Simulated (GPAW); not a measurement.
# Surface energy and work function of Ru(0001) from slabs of 3 to 12 layers (PBE)

How do energy and work function of Ru(0001) films settle with thickness, and what surface energy follows?

Set-up. GPAW 26.7.0, plane waves at 450 eV with PAW setups; symmetric 1×1 slabs cut at the tabulated lattice constant (two decimals; low-temperature values for the alkali metals), atoms at bulk places, 7.5 Å of vacuum on each side, one in-plane mesh for all thicknesses, Fermi-Dirac smearing of 0.1 eV. Energies are extrapolated to zero smearing and count from the program's reference atoms. Functional PBE. The cell's area is 6.313 Å².

What came out, but for one run:

| layers | energy (eV) | work function (eV) |
| --- | --- | --- |
| 3 | −26.2641 | 4.98 |
| 4 | −35.6247 | 5.07 |
| 5 | −45.0494 | 5.02 |
| 6 | −54.4874 | 5.05 |
| 7 | −63.9127 | 5.05 |
| 8 | −73.3350 | 5.05 |
| 9 | −82.7551 | 5.05 |
| 10 | −92.1895 | 5.05 |
| 11 | −101.6281 | 5.05 |
| 12 | ? | ? |

To predict: What surface energy do these runs give, and what energy and work function should the 12-layer slab have?

**Working.** A slab of n layers has E(n) = nε + 2Aγ once its middle is bulk-like. A line through n = 6 to 11 has the slope ε = −9.4273 eV a layer and the intercept 2Aγ = 2.0804 eV (r.m.s. residual 5.9 meV). So γ = 2.0804 / (2 × 6.313 Å²) = 0.1648 eV/Å² = 2.64 J/m², with a standard error of about 0.02 J/m² from the scatter about the line. For 12 layers: 2.0804 + 12 × (−9.4273) = −111.047 eV; the run gives −111.051 eV, 4.2 meV under the line. The work function has no such law: from 6 to 11 layers it stays at 5.05 eV, and the 12-layer slab gives 5.05 eV. The thinnest slab, 3 layers, lies −0.07 eV from that mean. The values go up and down with thickness, as expected where levels confined across the film cross the Fermi level one by one.

**Limits.** The surfaces are unrelaxed, so γ is an upper bound for this functional and lattice constant. The tabulated lattice constant isn't the functional's own, which strains the slab a little.
